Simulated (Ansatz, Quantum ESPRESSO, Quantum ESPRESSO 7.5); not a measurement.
# Mo2CO2 MXene, 1 layer in an electric field

How does Mo2CO2 MXene, 1 layer respond to a gate-like field without added charge?

Main program and level: Quantum ESPRESSO 7.5; plane-wave DFT, vdW-DF-cx, GBRV ultrasoft pseudopotentials made under PBE (geometry and cross-check by Ansatz 0.2.0 with PAW datasets; geometry under PBE).

Most raw output is cut from this account.

### 1. The starting structure

The cell holds 5 atoms: 2 O, 2 Mo and 1 C. Its edges and angles: a = 3.025 Å, b = 3.025 Å, c = 21.519 Å, α = 90.0°, β = 90.0°, γ = 120.0°. It derives from Mo2CO2. Vacuum lies along c.

This run has no spin polarisation, although Mo can carry a moment. A spin-polarised state was not tried and may lie lower.

### 2. Geometry from Ansatz

The geometry comes first, from a plane-wave PAW code, so that the later runs on this slab share one structure.

input.yaml

```yaml
crystal:
  lattice:
    - [3.024736, 0.0, 0.0]
    - [-1.512368, 2.6194982157, 0.0]
    - [0.0, 0.0, 21.5190393187]
  atoms:
    - { symbol: O, position: [0.3333333333, 0.6666666667, 0.3949990459] }
    - { symbol: Mo, position: [0.6666666667, 0.3333333333, 0.4445384052] }
    - { symbol: C, position: [0.0, 0.0, 0.5] }
    - { symbol: Mo, position: [0.3333333333, 0.6666666667, 0.5554615948] }
    - { symbol: O, position: [0.6666666667, 0.3333333333, 0.6050009541] }
kpoints:
  mp_grid: { grid: [12, 12, 1] }
hamiltonian:
  xc: pbe
scf:
  occupations: { method: fermi_dirac, width: 0.05 }
  convergence: { dr2_threshold: 1.0e-08 }
efield:
  axis: 3
  dipole_correction: true
  ramp_position: 0.97
  ramp_width: 0.04
relax:
  f_tol: 0.01
  cell: { fix: [c, alpha, beta] }
output:
  write_potential: true
  write_density: true
  volumetric_format: npy
```

Launch:

```console
ansatz run input.yaml --threads 4 --pin off --max-ram 8192MiB --backend cpu --events-out ev --progress --plain --runs-dir out
```

Run time: 32 s. Hardware: 4 threads of Arm Neoverse N1, shared host; peak memory 0.49 GiB; 2 min of CPU time.

The steps of the relaxation:

```
step  energy less that of the first step (eV)  largest force component (eV/Å)  pressure (GPa)  volume (Å³)
   1                                   0.0000                          1.5084            3.17       170.50
   2                                  -0.1817                          0.6786            0.22       178.87
   3                                  -0.2050                          0.0654           -0.26       178.16
   4                                  -0.2055                          0.0344            0.00       178.05
   5                                  -0.2059                          0.0223            0.07       177.67
   6                                  -0.2057                          0.0046           -0.03       177.95
  7*                                  -0.2161                          0.0053            0.06       177.95
   8                                  -0.2160                          0.0004            0.00       178.16
  9*                                  -0.2162                          0.0004            0.00       178.16
```

Relaxation steps marked * repeat the geometry before them on a plane-wave basis chosen anew for their cell, so energy and pressure can jump there. Relaxation step 5 was tried and not accepted.

Forces are held to the 6 operations that the run works with; a distortion that breaks them can't arise in this run.

```
cell as run  before  after  change
      a (Å)   3.025  3.092  +2.2 %
      b (Å)   3.025  3.092  +2.2 %
```

The atoms that moved most (Å, along periodic axes as changes of fractional coordinates times the final cell, across vacuum about the mean position):

```
atom     dx     dy      dz  length
 Mo4  0.000  0.000  -0.076   0.076
 Mo2  0.000  0.000   0.076   0.076
  O1  0.000  0.000   0.023   0.023
  O5  0.000  0.000  -0.023   0.023
```

The relaxed structure:

```xyz
5
Lattice="3.0919 0.0000 0.0000 -1.5460 2.6777 0.0000 0.0000 0.0000 21.5190" Properties=species:S:1:pos:R:3
O     0.0000    1.7851    8.5229
Mo    1.5460    0.8926    9.6418
C     0.0000    0.0000   10.7595
Mo    0.0000    1.7851   11.8773
O     1.5460    0.8926   12.9962
```

This step gave:

```
free energy                     : -11297.3965 eV
energy at zero smearing         : -11297.3883 eV
smearing term TS                : 0.01636 eV
Fermi energy                    : 0.3320 eV
symmetry operations             : 6
work function of the upper face : 6.347 eV
work function of the lower face : 6.347 eV
dipole along the normal         : 3.05e-6 e·Å
```

### 3. Ground state: no field

The zero-field run is the reference. tefield and dipfield are on already, so that all runs share k-points and boundary.

Level of this step: plane-wave DFT, vdW-DF-cx, GBRV ultrasoft pseudopotentials made under PBE (Quantum ESPRESSO 7.5). input_dft overrides the functional of the files.

f0.in

```
&control
  prefix = 'f0'
  outdir = './out'
  pseudo_dir = './pseudo'
  calculation = 'scf'
  tprnfor = .true.
  tefield = .true.
  dipfield = .true.
/
&system
  ibrav = 0
  nat = 5
  ntyp = 3
  ecutwfc = 40
  ecutrho = 200
  input_dft = 'vdw-df-cx'
  occupations = 'smearing'
  smearing = 'fd'
  degauss = 0.004
  edir = 3
  emaxpos = 0.97
  eopreg = 0.04
  eamp = 0.0
/
&electrons
  conv_thr = 1e-09
  mixing_beta = 0.4
  electron_maxstep = 120
  mixing_mode = 'plain'
/
ATOMIC_SPECIES
  O   15.9990  o_pbe_v1.2.uspp.F.UPF
  Mo  95.9500  mo_pbe_v1.uspp.F.UPF
  C   12.0110  c_pbe_v1.2.uspp.F.UPF
CELL_PARAMETERS angstrom
  3.09190257887328 0.00000000000000 0.00000000000000
  -1.54595128943664 2.67766617933088 -0.00000000000000
  0.00000000000000 -0.00000000000000 21.51903931870000
ATOMIC_POSITIONS crystal
  O   0.333333333333 0.666666666667 0.396062257604
  Mo  0.666666666667 0.333333333333 0.448057132490
  C   0.000000000000 0.000000000000 0.499999999456
  Mo  0.333333333333 0.666666666667 0.551942862246
  O   0.666666666667 0.333333333333 0.603937748203
K_POINTS automatic
  12 12 1 0 0 0
```

Launch:

```console
OMP_NUM_THREADS=1 mpirun -n 4 pw.x -nk 4 -in f0.in > f0.out
```

Wall time 2.9 min (4 MPI ranks); peak memory 0.89 GiB.

This step gave:

- free energy: -4825.9780 eV
- energy at zero smearing: -4825.9682 eV
- Fermi energy: 0.247 eV
- dipole along the normal: -2.08e-5 e·Å
- valence top, on the run's zero: 0.5520 eV
- conduction bottom, on the run's zero: -0.3105 eV

The program's own clock; routines nest. Time by routine:

```
   routine  wall time (s)  calls
     PWSCF          174.2      1
 electrons          137.3      1
   c_bands          104.8     17
   cegterg          96.81    323
     h_psi          77.61   1453
      fftw           73.5  50850
  vloc_psi           66.7   1453
  v_of_rho          41.98     18
  init_run          35.19      1
   potinit          31.14      1
vdW_kernel          30.37      1
  sum_band          19.09     17
    calbec           7.73   1852
add_vuspsi            5.4   1453
```

By band count these two levels touch or overlap: there is no gap, and they are no band edges.

The run needed 17 iterations to bring the estimated error under 1e-09 Ry; the largest force on any atom, held or free, is 0.19 eV/Å.

### 4. Potential by pp.x

The vacuum level is read from the electrostatic potential (plot_num = 11), averaged over planes.

f0.pot.in

```
&inputpp
  prefix = 'f0'
  outdir = './out'
  filplot = 'f0.pot.dat'
  plot_num = 11
/
```

Launch:

```console
OMP_NUM_THREADS=1 mpirun -n 4 pp.x -in f0.pot.in > f0.pot.out
```

Elapsed: 32 s, on 4 MPI ranks; peak memory 0.2 GiB.

This step gave:

- work function of the upper face: 6.502 eV
- slope of the potential above: 3.58e-6 eV/Å
- upper vacuum line continued to the top atoms, over the Fermi level: 6.502 eV
- work function of the lower face: 6.501 eV
- slope of the potential below: -5.54e-6 eV/Å
- lower vacuum line continued to the bottom atoms, over the Fermi level: 6.501 eV

The vacuum is flat to 0.1 meV/Å, so its level is well defined. Inside the slab the curve depends on the local part of the pseudopotentials; only the vacuum level has a meaning of its own.

### 5. Bands along a path: no field

A bands run reads the converged density and follows the path given under K_POINTS.

f0.bands.in, as its differences from the input of step 3:

```diff
@@ -1,7 +1,6 @@
 &control
-  prefix = 'f0'
+  prefix = 'f0.bands'
   outdir = './out'
   pseudo_dir = './pseudo'
-  calculation = 'scf'
-  tprnfor = .true.
+  calculation = 'bands'
   tefield = .true.
@@ -23,8 +22,9 @@
   eamp = 0.0
+  nbnd = 28
 /
 &electrons
-  conv_thr = 1e-09
+  conv_thr = 1e-07
   mixing_beta = 0.4
   electron_maxstep = 120
-  mixing_mode = 'plain'
+  mixing_mode = 'local-TF'
 /
@@ -44,3 +44,7 @@
   O   0.666666666667 0.333333333333 0.603937748203
-K_POINTS automatic
-  12 12 1 0 0 0
+K_POINTS crystal_b
+4
+  0.0000000000 0.0000000000 0.0000000000 14
+  0.5000000000 0.0000000000 0.0000000000 14
+  0.3333333333 0.3333333333 0.0000000000 14
+  0.0000000000 0.0000000000 0.0000000000 1
```

Launch:

```console
cp -r out/f0.save out/f0.bands.save
cp out/f0.xml out/f0.bands.xml
OMP_NUM_THREADS=1 mpirun -n 4 pw.x -nk 4 -in f0.bands.in > f0.bands.out
```

Run time: 63 s. Hardware: 4 MPI ranks; peak memory 0.35 GiB; 4.2 min of CPU time.

Numbers from this step:

| Quantity | Value |
| --- | --- |
| valence top, on the run's zero | 0.5519 eV |
| conduction bottom, on the run's zero | -0.3132 eV |

Band numbers count within the set of bands kept for display. The electronic bands at the labelled points (eV, zero at the Fermi level; # counts the bands kept):

```
  point     #8     #9    #10    #11    #12   #13   #14   #15
      Γ  -2.31  -2.31  -2.21  -2.21  -0.56  0.32  0.32  1.90
halfway  -3.66  -2.79  -1.92  -0.64   0.45  0.79  1.28  1.82
      M  -3.09  -2.70  -2.18   0.30   0.33  1.21  1.31  1.83
halfway  -3.95  -3.06  -1.46   0.08   0.09  1.32  1.44  1.99
      K  -3.95  -3.95  -0.58  -0.45  -0.45  1.51  1.51  2.13
halfway  -3.73  -2.95  -1.56  -0.80   0.67  1.07  1.36  1.75
      Γ  -2.31  -2.31  -2.21  -2.21  -0.56  0.32  0.32  1.90
```

By band count these two levels touch or overlap: there is no gap, and they are no band edges.

### 6. SCF with pw.x: field 0.1 V/Å

eamp is the field in Hartree atomic units (1 a.u. = 51.42 V/Å). With dipfield on, it is the field in the vacuum beside an isolated sheet. The run starts from the density of the one before.

f1.in, as its differences from the input of step 3:

```diff
@@ -1,3 +1,3 @@
 &control
-  prefix = 'f0'
+  prefix = 'f1'
   outdir = './out'
@@ -22,3 +22,3 @@
   eopreg = 0.04
-  eamp = 0.0
+  eamp = 0.00194469
 /
@@ -29,2 +29,3 @@
   mixing_mode = 'plain'
+  startingpot = 'file'
 /
```

Launch:

```console
cp -r out/f0.save out/f1.save
OMP_NUM_THREADS=1 mpirun -n 4 pw.x -nk 4 -in f1.in > f1.out
```

The job ended after 2.6 min (4 MPI ranks; peak memory 0.89 GiB).

Read from the output:

```
free energy                          : -4825.9793 eV
energy at zero smearing              : -4825.9694 eV
Fermi energy                         : 0.2628 eV
dipole along the normal              : 0.02521 e·Å
valence top, on the run's zero       : 0.5678 eV
conduction bottom, on the run's zero : -0.2946 eV
```

By band count these two levels touch or overlap: there is no gap, and they are no band edges.

The dipole goes from -0.0000 to 0.0252 e Å, 0.2523 e Å per V/Å.

### 7. Potential by pp.x

f1.pot.in

```
&inputpp
  prefix = 'f1'
  outdir = './out'
  filplot = 'f1.pot.dat'
  plot_num = 11
/
```

Launch:

```console
OMP_NUM_THREADS=1 mpirun -n 4 pp.x -in f1.pot.in > f1.pot.out
```

Run time: 31 s. Hardware: 4 MPI ranks; peak memory 0.2 GiB.

This step gave:

* slope of the potential above: 0.1000 eV/Å
* upper vacuum line continued to the top atoms, over the Fermi level: 6.450 eV
* slope of the potential below: 0.09999 eV/Å
* lower vacuum line continued to the bottom atoms, over the Fermi level: 6.554 eV

The slope in the vacuum is 0.100 eV/Å for an applied 0.10 V/Å, as it should be.

### 8. Self-consistent run: field 0.2 V/Å

f2.in, as its differences from the input of step 6:

```diff
@@ -1,3 +1,3 @@
 &control
-  prefix = 'f1'
+  prefix = 'f2'
   outdir = './out'
@@ -22,3 +22,3 @@
   eopreg = 0.04
-  eamp = 0.00194469
+  eamp = 0.00388938
 /
```

Launch:

```console
cp -r out/f0.save out/f2.save
OMP_NUM_THREADS=1 mpirun -n 4 pw.x -nk 4 -in f2.in > f2.out
```

The job ended after 3 min (4 MPI ranks; peak memory 0.9 GiB; 12 min of CPU time).

This step gave:

```
free energy                          : -4825.9831 eV
energy at zero smearing              : -4825.9732 eV
Fermi energy                         : 0.278 eV
dipole along the normal              : 0.05042 e·Å
valence top, on the run's zero       : 0.5831 eV
conduction bottom, on the run's zero : -0.2794 eV
```

By band count these two levels touch or overlap: there is no gap, and they are no band edges.

The dipole goes from -0.0000 to 0.0504 e Å, 0.2522 e Å per V/Å.

### 9. Electrostatic potential

f2.pot.in

```
&inputpp
  prefix = 'f2'
  outdir = './out'
  filplot = 'f2.pot.dat'
  plot_num = 11
/
```

Launch:

```console
OMP_NUM_THREADS=1 mpirun -n 4 pp.x -in f2.pot.in > f2.pot.out
```

Elapsed: 31 s, on 4 MPI ranks; peak memory 0.2 GiB; 2.1 min of CPU time.

Numbers from this step:

* slope of the potential above: 0.2000 eV/Å
* upper vacuum line continued to the top atoms, over the Fermi level: 6.399 eV
* slope of the potential below: 0.2000 eV/Å
* lower vacuum line continued to the bottom atoms, over the Fermi level: 6.607 eV

The slope in the vacuum is 0.200 eV/Å for an applied 0.20 V/Å, as it should be.

### 10. Bands along a path: field 0.2 V/Å

f2.bands.in, as its differences from the input of step 5:

```diff
@@ -1,3 +1,3 @@
 &control
-  prefix = 'f0.bands'
+  prefix = 'f2.bands'
   outdir = './out'
@@ -21,3 +21,3 @@
   eopreg = 0.04
-  eamp = 0.0
+  eamp = 0.00388938
   nbnd = 28
```

Launch:

```console
cp -r out/f2.save out/f2.bands.save
cp out/f2.xml out/f2.bands.xml
OMP_NUM_THREADS=1 mpirun -n 4 pw.x -nk 4 -in f2.bands.in > f2.bands.out
```

The job ended after 62 s (4 MPI ranks; peak memory 0.62 GiB).

Numbers from this step:

```
conduction bottom, on the run's zero : -0.2820 eV
```

Band numbers count within the set of bands kept for display. The electronic bands at the labelled points (eV, zero at the Fermi level; # counts the bands kept):

```
  point     #8     #9    #10    #11    #12   #13   #14   #15
      Γ  -2.31  -2.31  -2.21  -2.21  -0.56  0.32  0.32  1.90
halfway  -3.66  -2.79  -1.92  -0.64   0.45  0.79  1.28  1.82
      M  -3.09  -2.70  -2.18   0.31   0.33  1.21  1.31  1.83
halfway  -3.95  -3.06  -1.46   0.08   0.09  1.32  1.44  2.00
      K  -3.96  -3.94  -0.58  -0.45  -0.45  1.50  1.51  2.13
halfway  -3.73  -2.95  -1.56  -0.80   0.67  1.07  1.36  1.75
      Γ  -2.31  -2.31  -2.21  -2.21  -0.56  0.32  0.32  1.90
```

By band count these two levels touch or overlap: there is no gap, and they are no band edges.

Upper empty bands that drop with the field can be states of the vacuum, held by the sawtooth; they depend on the cell's width.

### 11. SCF with pw.x: field 0.4 V/Å

f3.in, as its differences from the input of step 8:

```diff
@@ -1,3 +1,3 @@
 &control
-  prefix = 'f2'
+  prefix = 'f3'
   outdir = './out'
@@ -22,3 +22,3 @@
   eopreg = 0.04
-  eamp = 0.00388938
+  eamp = 0.00777876
 /
```

Launch:

```console
cp -r out/f0.save out/f3.save
OMP_NUM_THREADS=1 mpirun -n 4 pw.x -nk 4 -in f3.in > f3.out
```

Run time: 3.3 min. Hardware: 4 MPI ranks; peak memory 0.9 GiB.

Read from the output:

```
free energy                          : -4825.9982 eV
energy at zero smearing              : -4825.9884 eV
Fermi energy                         : 0.3066 eV
dipole along the normal              : 0.1010 e·Å
valence top, on the run's zero       : 0.6117 eV
conduction bottom, on the run's zero : -0.2506 eV
```

By band count these two levels touch or overlap: there is no gap, and they are no band edges.

The dipole goes from -0.0000 to 0.1010 e Å, 0.2524 e Å per V/Å.

### 12. Electrostatic potential

f3.pot.in

```
&inputpp
  prefix = 'f3'
  outdir = './out'
  filplot = 'f3.pot.dat'
  plot_num = 11
/
```

Launch:

```console
OMP_NUM_THREADS=1 mpirun -n 4 pp.x -in f3.pot.in > f3.pot.out
```

The job ended after 31 s (4 MPI ranks; peak memory 0.2 GiB).

This step gave:

| Quantity | Value |
| --- | --- |
| slope of the potential above | 0.4000 eV/Å |
| upper vacuum line continued to the top atoms, over the Fermi level | 6.300 eV |
| slope of the potential below | 0.4000 eV/Å |
| lower vacuum line continued to the bottom atoms, over the Fermi level | 6.717 eV |

The slope in the vacuum is 0.400 eV/Å for an applied 0.40 V/Å, as it should be.

Each curve counts from the Fermi level of its own run.

The runs together. Table of potential energy by z:

```
z (Å)  potential at 0 V/Å (eV)  potential at 0.1 V/Å (eV)  potential at 0.2 V/Å (eV)  potential at 0.4 V/Å (eV)
    0                     6.50                       6.10                       5.70                       4.91
    1                     6.50                       5.80                       5.10                       3.71
    2                     6.50                       5.90                       5.30                       4.11
    3                     6.50                       6.00                       5.50                       4.51
    4                     6.50                       6.10                       5.70                       4.91
    5                     6.50                       6.20                       5.90                       5.31
    6                     6.50                       6.30                       6.10                       5.70
    7                     6.39                       6.29                       6.18                       5.98
    8                     2.40                       2.37                       2.34                       2.28
    9                    -11.8                      -11.8                      -11.8                      -11.8
   10                    -22.1                      -22.1                      -22.1                      -22.1
   11                    -11.6                      -11.6                      -11.6                      -11.6
   12                    -28.9                      -28.9                      -28.9                      -28.9
   13                    -8.35                      -8.34                      -8.33                      -8.30
   14                     5.84                       5.90                       5.96                       6.08
   15                     6.48                       6.63                       6.78                       7.08
   16                     6.50                       6.75                       7.00                       7.50
   17                     6.50                       6.85                       7.20                       7.90
   18                     6.50                       6.95                       7.40                       8.30
   19                     6.50                       7.05                       7.60                       8.70
   20                     6.50                       7.15                       7.80                       9.10
   21                     6.50                       7.01                       7.53                       8.56
```

### 13. Band structure: field 0.4 V/Å

f3.bands.in, as its differences from the input of step 10:

```diff
@@ -1,3 +1,3 @@
 &control
-  prefix = 'f2.bands'
+  prefix = 'f3.bands'
   outdir = './out'
@@ -21,3 +21,3 @@
   eopreg = 0.04
-  eamp = 0.00388938
+  eamp = 0.00777876
   nbnd = 28
```

Launch:

```console
cp -r out/f3.save out/f3.bands.save
cp out/f3.xml out/f3.bands.xml
OMP_NUM_THREADS=1 mpirun -n 4 pw.x -nk 4 -in f3.bands.in > f3.bands.out
```

Elapsed: 61 s, on 4 MPI ranks; peak memory 0.35 GiB.

Numbers from this step:

```
valence top, on the run's zero       : 0.6116 eV
conduction bottom, on the run's zero : -0.2533 eV
```

Band numbers count within the set of bands kept for display. The electronic bands at the labelled points (eV, zero at the Fermi level; # counts the bands kept):

```
  point     #8     #9    #10    #11    #12   #13   #14   #15
      Γ  -2.31  -2.31  -2.21  -2.21  -0.56  0.32  0.32  1.90
halfway  -3.66  -2.79  -1.92  -0.64   0.45  0.79  1.28  1.82
      M  -3.09  -2.70  -2.18   0.30   0.33  1.21  1.31  1.83
halfway  -3.95  -3.06  -1.46   0.08   0.09  1.32  1.44  1.99
      K  -3.97  -3.93  -0.58  -0.45  -0.45  1.50  1.51  2.13
halfway  -3.73  -2.95  -1.56  -0.80   0.67  1.07  1.36  1.75
      Γ  -2.31  -2.31  -2.21  -2.21  -0.56  0.32  0.32  1.90
```

By band count these two levels touch or overlap: there is no gap, and they are no band edges.

Upper empty bands that drop with the field can be states of the vacuum, held by the sawtooth; they depend on the cell's width.

[end of part 1 of 2]

[Logs are printed without paths, hosts, clocks, repeated set-up lines and the standing remarks that a program may print on its own settings, such as how far it seeks lower states.]

[Hosts, paths, dates, database ids (printed as entryN), source tags and the programs' standing remarks are cut or masked in the printed files.]

[Maps of the electrostatic potential energy from Ansatz leave out the sawtooth potential of an applied field or a dipole correction, so their vacuum need not be flat; planar profiles and work functions include it.]
